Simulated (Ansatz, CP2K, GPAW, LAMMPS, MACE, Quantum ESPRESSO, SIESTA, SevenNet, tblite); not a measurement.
## Amorphous Si0.9Ge0.1 (94 atoms) in Quantum ESPRESSO

Aim: run amorphous Si0.9Ge0.1 (94 atoms) in Quantum ESPRESSO and see how near its forces come to a plane-wave reference, and at what cost.

Program: Quantum ESPRESSO 7.5. Level of theory: the method is named at each step. Results are calculated unless marked as measured.

## 1. The starting structure

The cell holds 94 atoms: 85 Si and 9 Ge. Its edges and angles: a = 12.402 Å, b = 12.402 Å, c = 12.402 Å, α = 90.0°, β = 90.0°, γ = 90.0°. 94 atoms (85 Si, 9 Ge) placed at random at 2.65 g/cm³, melted at 3500 K for 10 ps at fixed volume with the Tersoff potential (Tersoff, Phys. Rev. B 39, 5566 (1989)). Quenched from 3500 K to 700 K at 3 K/ps and fixed volume, held 5 ps.

The yardstick, on the same geometry:

* method: Kohn-Sham DFT, PBE, PAW, plane waves (Ansatz 0.2.0); cutoff 420 eV, Γ point, fermi-dirac smearing of 0.05 eV; PAW set soft_2
* r.m.s. force component: 0.7519 eV/Å
* longest force: 2.567 eV/Å
* pressure: 1.79 GPa
* SCF cycles: 11
* time: 11 s on 8 threads of Arm Neoverse V2, shared host
* CPU time: 83 s

## 2. PBE, sssp-1.3.0-efficiency, 45/360 Ry

Method: Kohn-Sham DFT, PBE, SSSP efficiency 1.3.0 pseudopotentials, plane waves.

Contents of pw.in:

```
&control
  calculation = 'scf'
  pseudo_dir = './pseudo'
  outdir = './tmp'
  disk_io = 'none'
  tprnfor = .true.
  tstress = .true.
/
&system
  ibrav = 0
  nat = 94
  ntyp = 2
  ecutwfc = 45
  ecutrho = 360
  nosym = .true.
  occupations = 'smearing'
  smearing = 'fd'
  degauss = 0.003675
/
&electrons
  conv_thr = 4.7e-07
  electron_maxstep = 100
  mixing_beta = 0.2
  mixing_mode = 'local-TF'
  diagonalization = 'david'
/
ATOMIC_SPECIES
Si 28.085 Si.upf
Ge 72.630 Ge.upf
CELL_PARAMETERS angstrom
12.40220 0.00000 0.00000
0.00000 12.40220 0.00000
0.00000 0.00000 12.40220
ATOMIC_POSITIONS crystal
Si 0.35700 0.55571 0.19102
Si 0.98309 0.88063 0.83932
Si 0.58666 0.78048 0.87200
Si 0.00745 0.78620 0.40178
Si 0.30427 0.78337 0.35892
Si 0.23376 0.41074 0.96876
Si 0.12200 0.73948 0.13605
Si 0.79206 0.46293 0.55514
Si 0.23129 0.21866 0.53449
Si 0.20544 0.63774 0.28372
Si 0.03679 0.16913 0.19044
Si 0.26117 0.98945 0.89007
Si 0.06998 0.03809 0.91495
Si 0.89021 0.31298 0.92779
Si 0.21797 0.36590 0.67911
Si 0.41191 0.76980 0.77334
Si 0.95249 0.35331 0.38298
Si 0.55807 0.72076 0.59057
Si 0.03911 0.01222 0.09199
Si 0.40036 0.18719 0.65501
Si 0.05574 0.91796 0.52788
Si 0.66698 0.08739 0.92591
Si 0.47945 0.81507 0.35458
Si 0.57215 0.89156 0.19759
Si 0.68048 0.69498 0.72492
Si 0.07239 0.51160 0.98105
Si 0.90990 0.50653 0.87475
Si 0.62839 0.37408 0.78622
Si 0.19658 0.28071 0.83975
Si 0.81401 0.62932 0.97037
Si 0.50413 0.51770 0.30710
Si 0.74121 0.23142 0.83118
Si 0.68571 0.23754 0.36740
Si 0.94201 0.75218 0.21580
Si 0.16765 0.91724 0.17282
Si 0.08397 0.48657 0.61239
Si 0.55750 0.65907 0.41370
Si 0.64798 0.56470 0.04905
Si 0.25423 0.69197 0.53134
Si 0.45173 0.38272 0.42233
Si 0.10655 0.46266 0.31627
Si 0.09695 0.74028 0.78586
Si 0.43514 0.02054 0.13641
Si 0.37865 0.49610 0.88909
Si 0.69363 0.29481 0.54308
Si 0.77972 0.07453 0.36706
Si 0.70663 0.92833 0.84763
Si 0.69822 0.52013 0.23502
Si 0.17520 0.82672 0.63459
Si 0.31968 0.07268 0.43655
Si 0.51172 0.35170 0.61661
Si 0.10226 0.61065 0.45751
Si 0.54199 0.29331 0.09609
Si 0.79014 0.35482 0.27166
Si 0.49492 0.13995 0.98392
Si 0.40365 0.71299 0.09291
[... 34 atom lines left out ...]
Ge 0.34897 0.16272 0.83894
Ge 0.88934 0.27753 0.12806
Ge 0.83495 0.75520 0.47341
Ge 0.57493 0.74633 0.05611
K_POINTS gamma
```

Run with:

```bash
$ OMP_NUM_THREADS=1 mpirun -np 4 pw.x -in pw.in > output.txt
```

Log:

```text
Program PWSCF
     gamma-point specific algorithms are used
     one sub-group per band group will be used
     scalapack distributed-memory algorithm (size of sub-group:  2*  2 procs)
     Parallelization info
     sticks:   dense  smooth     PW     G-vecs:    dense   smooth      PW
     Min        3932    1965    491               371092   131228   16424
     Max        3933    1968    494               371096   131229   16426
     Sum       15729    7869   1969              1484373   524913   65699
     bravais-lattice index     =            0
     lattice parameter (alat)  =      23.4368  a.u.
     unit-cell volume          =   12873.3860 (a.u.)^3
     number of atoms/cell      =           94
     number of atomic types    =            2
     number of electrons       =       466.00
     number of Kohn-Sham states=          280
     kinetic-energy cutoff     =      45.0000  Ry
     charge density cutoff     =     360.0000  Ry
     scf convergence threshold =      4.7E-07
     mixing beta               =       0.2000
     number of iterations used =            8  local-TF  mixing
     Exchange-correlation=  SLA  PW   PBX  PBC
                           (   1   4   3   4   0   0   0)
     crystal axes: (cart. coord. in units of alat)
               a(1) = (   1.000000   0.000000   0.000000 )
               a(2) = (   0.000000   1.000000   0.000000 )
               a(3) = (   0.000000   0.000000   1.000000 )
     reciprocal axes: (cart. coord. in units 2 pi/alat)
               b(1) = (  1.000000  0.000000  0.000000 )
               b(2) = (  0.000000  1.000000  0.000000 )
               b(3) = (  0.000000  0.000000  1.000000 )
     PseudoPot. # 1 for Si:
     Pseudo is Ultrasoft + core correction, Zval =  4.0
     PseudoPot. # 2 for Ge:
     Pseudo is Ultrasoft + core correction, Zval = 14.0
     atomic species   valence    mass     pseudopotential
     Si                4.00    28.08500     Si( 1.00)
     Ge               14.00    72.63000     Ge( 1.00)
     No symmetry found
   Cartesian axes
     number of k points=     1  Fermi-Dirac smearing, width (Ry)=  0.0037
                       cart. coord. in units 2pi/alat
        k(    1) = (   0.0000000   0.0000000   0.0000000), wk =   2.0000000
     Dense  grid:   742187 G-vectors     FFT dimensions: ( 144, 144, 144)
     Smooth grid:   262457 G-vectors     FFT dimensions: ( 108, 108, 108)
     Initial potential from superposition of free atoms
     starting charge     465.9446, renormalised to     466.0000
     Starting wfcs are  421 randomized atomic wfcs
     Self-consistent Calculation
     iteration #  1     ecut=    45.00 Ry     beta= 0.20
     Threshold (ethr) on eigenvalues was too large:
     Diagonalizing with lowered threshold
     total energy              =   -2891.92353452 Ry
     estimated scf accuracy    <       2.69149033 Ry
     iteration #  2     ecut=    45.00 Ry     beta= 0.20
     total energy              =   -2891.25960291 Ry
     estimated scf accuracy    <       2.06995562 Ry
     iteration #  3     ecut=    45.00 Ry     beta= 0.20
     total energy              =   -2891.49417531 Ry
     estimated scf accuracy    <       0.08688981 Ry
     iteration #  4     ecut=    45.00 Ry     beta= 0.20
     c_bands:  2 eigenvalues not converged
     total energy              =   -2891.50995824 Ry
     estimated scf accuracy    <       0.03375260 Ry
     iteration #  5     ecut=    45.00 Ry     beta= 0.20
     total energy              =   -2891.51085747 Ry
     estimated scf accuracy    <       0.01974205 Ry
     iteration #  6     ecut=    45.00 Ry     beta= 0.20
     total energy              =   -2891.51320316 Ry
     estimated scf accuracy    <       0.00166320 Ry
     iteration #  7     ecut=    45.00 Ry     beta= 0.20
     total energy              =   -2891.51331864 Ry
     estimated scf accuracy    <       0.00084543 Ry
     iteration #  8     ecut=    45.00 Ry     beta= 0.20
     total energy              =   -2891.51341756 Ry
     estimated scf accuracy    <       0.00016139 Ry
     iteration #  9     ecut=    45.00 Ry     beta= 0.20
     total energy              =   -2891.51343265 Ry
     estimated scf accuracy    <       0.00010724 Ry
     iteration # 10     ecut=    45.00 Ry     beta= 0.20
     total energy              =   -2891.51343659 Ry
     estimated scf accuracy    <       0.00002872 Ry
     iteration # 11     ecut=    45.00 Ry     beta= 0.20
     total energy              =   -2891.51344125 Ry
     estimated scf accuracy    <       0.00001396 Ry
     iteration # 12     ecut=    45.00 Ry     beta= 0.20
     total energy              =   -2891.51344137 Ry
     estimated scf accuracy    <       0.00000442 Ry
     iteration # 13     ecut=    45.00 Ry     beta= 0.20
     total energy              =   -2891.51344198 Ry
     estimated scf accuracy    <       0.00000067 Ry
     iteration # 14     ecut=    45.00 Ry     beta= 0.20
     total energy              =   -2891.51344200 Ry
     estimated scf accuracy    <       0.00000049 Ry
     iteration # 15     ecut=    45.00 Ry     beta= 0.20
     End of self-consistent calculation
          k = 0.0000 0.0000 0.0000 ( 32850 PWs)   bands (ev):
   -18.1440 -18.1077 -18.1010 -18.0920 -18.0895 -17.9885 -17.9802 -17.9512
   -17.9445 -17.9338 -17.9236 -17.9137 -17.8997 -17.8985 -17.8928 -17.8920
   -17.8856 -17.8841 -17.8660 -17.8583 -17.8377 -17.8262 -17.8078 -17.7974
   -17.7968 -17.7917 -17.7917 -17.7806 -17.7797 -17.7746 -17.7714 -17.7692
   -17.7649 -17.7635 -17.7513 -17.7058 -17.6971 -17.6838 -17.6797 -17.6733
   -17.6703 -17.6565 -17.6391 -17.6372 -17.6210  -5.9173  -5.3838  -5.1892
    -5.1662  -5.0133  -4.9666  -4.8049  -4.6501  -4.5398  -4.4465  -4.4054
    -4.3620  -4.2602  -4.2015  -4.0934  -3.9954  -3.9844  -3.9028  -3.8094
    -3.7250  -3.5623  -3.4754  -3.4049  -3.3351  -3.2222  -3.1098  -2.9410
    -2.8804  -2.8444  -2.7263  -2.6461  -2.5005  -2.4364  -2.3725  -2.3026
    -2.2652  -2.2107  -2.1816  -2.1504  -1.9892  -1.9665  -1.9108  -1.8467
    -1.7916  -1.7660  -1.7327  -1.5940  -1.5687  -1.4983  -1.4742  -1.3134
[...]
7.3134   7.3805   7.4123   7.4688   7.5160   7.5837   7.6281   7.6775
     7.7462   7.7773   7.7881   7.8692   7.9611   7.9852   8.0414   8.0605
     8.1340   8.1515   8.1772   8.2285   8.2538   8.3027   8.3205   8.4120
     8.4688   8.4961   8.5160   8.5472   8.5943   8.6359   8.6608   8.7269
     8.7607   8.7842   8.8304   8.8651   8.9210   8.9645   8.9849   9.0006
     the Fermi energy is     6.4891 ev
!    total energy              =   -2891.51344200 Ry
     estimated scf accuracy    <       0.00000013 Ry
     smearing contrib. (-TS)   =      -0.01760212 Ry
     internal energy E=F+TS    =   -2891.49583988 Ry
     The total energy is F=E-TS. E is the sum of the following terms:
     one-electron contribution =   -1607.26994305 Ry
     hartree contribution      =    1071.58297960 Ry
     xc contribution           =   -1046.53278750 Ry
     ewald contribution        =   -1309.27608893 Ry
     convergence has been achieved in  15 iterations
     Forces acting on atoms (cartesian axes, Ry/au):
     atom    1 type  1   force =    -0.00714100   -0.03180927    0.01035226
     atom    2 type  1   force =     0.00062951    0.00933931    0.01133024
     atom    3 type  1   force =    -0.01181994    0.02491232   -0.07340917
     atom    4 type  1   force =     0.01063428   -0.04723285   -0.02159497
     atom    5 type  1   force =    -0.08499739    0.00785088    0.04469407
     atom    6 type  1   force =    -0.00320835   -0.01643987   -0.00376908
     atom    7 type  1   force =    -0.03530852   -0.00117276    0.05039150
     atom    8 type  1   force =    -0.01454631   -0.00118896   -0.00465823
     atom    9 type  1   force =     0.03542898    0.02433593    0.05114718
     atom   10 type  1   force =     0.02474928    0.00392239   -0.05261905
     atom   11 type  1   force =     0.01017220    0.01086097    0.03522224
     atom   12 type  1   force =    -0.00934439    0.00877676   -0.00694124
[...]
atom   90 type  2   force =    -0.04053376    0.01299217   -0.01399164
     atom   91 type  2   force =     0.00974757   -0.01504797    0.02994452
     atom   92 type  2   force =     0.03718157    0.00798348   -0.03468047
     atom   93 type  2   force =    -0.02027432   -0.01098776   -0.00836873
     atom   94 type  2   force =     0.07048575    0.01670488    0.02982580
     Total force =     0.491899     Total SCF correction =     0.000788
     Computing stress (Cartesian axis) and pressure
          total   stress  (Ry/bohr**3)                   (kbar)     P=       17.42
   0.00019112   0.00005634  -0.00004586           28.12        8.29       -6.75
   0.00005634   0.00007612   0.00011000            8.29       11.20       16.18
  -0.00004586   0.00011000   0.00008794           -6.75       16.18       12.94
     Message from routine punch:
     Nothing written, as per user request (disk_io='none')
```

Run time: 4 min. Hardware: 4 MPI ranks of Arm Neoverse V2, shared host; peak memory 6.4 GiB.

Banners, paths, timers and routine set-up lines are dropped from the logs unmarked, and long logs keep their key lines alone; longer cuts are marked.

Numbers from this run, and their distance from the reference:

```yaml
r_m_s_force_component: 0.7531 eV/Å
r_m_s_difference_of_force_components: 2.23 meV/Å
longest_difference_of_force_vectors: 11.28 meV/Å
force_difference_over_r_m_s_force: 0.2966 %
slope_of_forces_against_the_reference_s: 1.002
correlation_of_force_components: 1
pressure: 1.742 GPa
pressure_difference: -0.0475 GPa
```

Length of the force difference by element (eV/Å):

| element | atoms | mean | most |
| --- | --- | --- | --- |
| Ge | 9 | 0.0052 | 0.011 |
| Si | 85 | 0.0032 | 0.0074 |

Local excerpt of 9 atoms (numbers count through the whole input) about Si23, picked at random; x, y, z are measured from there.

| atom | x | y | z | distance (Å) | bonds | Fx | Fy | Fz (eV/Å) |
| --- | --- | --- | --- | --- | --- | --- | --- | --- |
| Si23 | 0.00 | 0.00 | 0.00 | 0.00 | 4 | 1.91 | 0.86 | -0.70 |
| Si5 | -2.17 | -0.39 | 0.05 | 2.21 | 4 | -2.19 | 0.20 | 1.15 |
| Si37 | 0.97 | -1.93 | 0.73 | 2.28 | 4 | 0.86 | -0.23 | 0.04 |
| Si57 | 0.85 | 1.00 | 1.96 | 2.36 | 4 | 0.49 | -0.75 | -0.49 |
| Si24 | 1.15 | 0.95 | -1.95 | 2.45 | 4 | -0.87 | -0.18 | -0.40 |
| Si18 | 0.98 | -1.17 | 2.93 | 3.30 | 4 | 0.39 | 0.43 | -0.98 |
| Si56 | -0.94 | -1.27 | -3.25 | 3.61 | 4 | -2.34 | 0.46 | 0.28 |
| Si31 | 0.31 | -3.69 | -0.59 | 3.75 | 4 | 0.01 | 0.26 | -0.19 |
| Si43 | -0.55 | 2.55 | -2.71 | 3.76 | 4 | 0.88 | -0.52 | -1.12 |

Forces lie 0.30 % from the reference's, at 11 times its CPU time (on 4 against 8 cores).

## 3. PBE, sssp-1.3.0-efficiency, 45/360 Ry, paro

Method: Kohn-Sham DFT, PBE, SSSP efficiency 1.3.0 pseudopotentials, plane waves.

Edit pw.in of step 2 so:

```diff
@@ -24,3 +24,3 @@
   mixing_mode = 'local-TF'
-  diagonalization = 'david'
+  diagonalization = 'paro'
 /
```

Log:

```text
[banner, memory and clock lines left out]
Program PWSCF
     gamma-point specific algorithms are used
     one sub-group per band group will be used
[... lines left out ...]
     total energy              =   -2891.27911892 Ry
[... lines left out ...]
     total energy              =   -2891.50775537 Ry
[... lines left out ...]
     total energy              =   -2891.51344163 Ry
[... lines left out ...]
     total energy              =   -2891.51344188 Ry
[... lines left out ...]
     the Fermi energy is     6.4891 ev
!    total energy              =   -2891.51344204 Ry
[... lines left out ...]
     The total energy is F=E-TS. E is the sum of the following terms:
[... lines left out ...]
     convergence has been achieved in  12 iterations
     Forces acting on atoms (cartesian axes, Ry/au):
     atom    1 type  1   force =    -0.00714414   -0.03180240    0.01035860
     atom    2 type  1   force =     0.00063349    0.00933312    0.01132025
     atom    3 type  1   force =    -0.01182936    0.02490820   -0.07340801
[...]
atom   93 type  2   force =    -0.02025406   -0.01085867   -0.00856575
     atom   94 type  2   force =     0.07077148    0.01696139    0.02997724
     Total force =     0.491977     Total SCF correction =     0.000792
     Computing stress (Cartesian axis) and pressure
          total   stress  (Ry/bohr**3)                   (kbar)     P=       17.33
   0.00019051   0.00005633  -0.00004587           28.02        8.29       -6.75
   0.00005633   0.00007553   0.00011000            8.29       11.11       16.18
  -0.00004587   0.00011000   0.00008733           -6.75       16.18       12.85
     Message from routine punch:
     Nothing written, as per user request (disk_io='none')
```

The job ended after 5.8 min (4 MPI ranks; peak memory 6.3 GiB).

Compared with the plane-wave run:

| Property | Result |
| --- | --- |
| r.m.s. force component | 0.7532 eV/Å |
| r.m.s. difference of force components | 2.074 meV/Å |
| longest difference of force vectors | 7.316 meV/Å |
| force difference over r.m.s. force | 0.2759 % |
| slope of forces against the reference's | 1.002 |
| correlation of force components | 1 |
| pressure | 1.733 GPa |
| pressure difference | -0.0568 GPa |
| energy less the same-level run's | 0 meV/atom |
| r.m.s. force difference from the same-level run | 1.11 meV/Å |

Against the first run (0.30 %), the force difference from the reference is 0.28 %, at 1.5 times the CPU time: another solver or mixer reaches the same state.

## 4. Side by side

Differences are against the plane-wave reference, forces as r.m.s. over components; share is that over the reference's r.m.s. force, slope the least-squares factor from reference forces to these. Total energies of different programs have different zeros and aren't compared.

| run | Δ force, r.m.s. (meV/Å) | share (%) | slope | Δ pressure (GPa) | cores | CPU time | memory (GiB) |
| --- | --- | --- | --- | --- | --- | --- | --- |
| reference | - | - | - | - | 8 | 83 s | 2.2 |
| QE PBE, sssp-1.3.0-efficiency, 45/360 Ry | 2.23 | 0.297 | 1.002 | -0.0475 | 4 | 16 min | 6.4 |
| QE PBE, sssp-1.3.0-efficiency, 45/360 Ry, paro | 2.07 | 0.276 | 1.002 | -0.0568 | 4 | 23 min | 6.3 |

CPU time is summed over cores on a shared host, where runs went side by side, so it is rough. Symmetry, cutoffs, thresholds, outputs and thread counts weren't matched or tuned between programs; memory under MPI is the largest rank's times the ranks.

Within one program, basis, potentials and functional, energies share a zero. Each run against its twin at the usual cutoff or grid and solver:

| run | twin | Δ energy (meV/atom) | Δ force, r.m.s. (meV/Å) | CPU time over the twin's |
| --- | --- | --- | --- | --- |
| QE PBE, sssp-1.3.0-efficiency, 45/360 Ry, paro | sssp-1.3.0-efficiency, 45/360 Ry | 0 | 1.11 | 1.5 |

## 5. Summary of results

```
nearest in forces : QE PBE, sssp-1.3.0-efficiency, 45/360 Ry, paro, 0.28 %
its CPU time      : 23 min
```

What this shows: PBE on plane waves or a grid with other potentials, cutoffs or grids differs from the reference by 0.28 % (QE PBE, sssp-1.3.0-efficiency, 45/360 Ry, paro) to 0.30 % (QE PBE, sssp-1.3.0-efficiency, 45/360 Ry) of the r.m.s. force; this holds the reference's own error, so differences of a few per cent don't tell which side is nearer the exact PBE result (QE's 45 Ry are 612 eV, against the reference's 420 eV). None of the electronic-structure runs in the table takes under half the reference's CPU time of 83 s; they take 11 to 17 times as much. The quench rate of 3 K/ps is many orders above laboratory rates, so the cell is likely richer in defects and strain than a real sample. The network of bonds at the start is that of the classical potential that made the cell, and needn't be the one that DFT or experiment would give. The electronic-structure runs sample only Γ, in a cell whose shortest periodic width is 12 Å, which is coarse for a cell with partly filled levels.

[Also dropped from logs without a mark: logging warnings of Python, and SIESTA's first energy breakdown and zero terms.]

[Logs are printed without paths, hosts, clocks, repeated set-up lines and the standing remarks that a program may print on its own settings, such as how far it seeks lower states.]

[Hosts, paths, dates, database ids (printed as entryN), source tags and the programs' standing remarks are cut or masked in the printed files.]
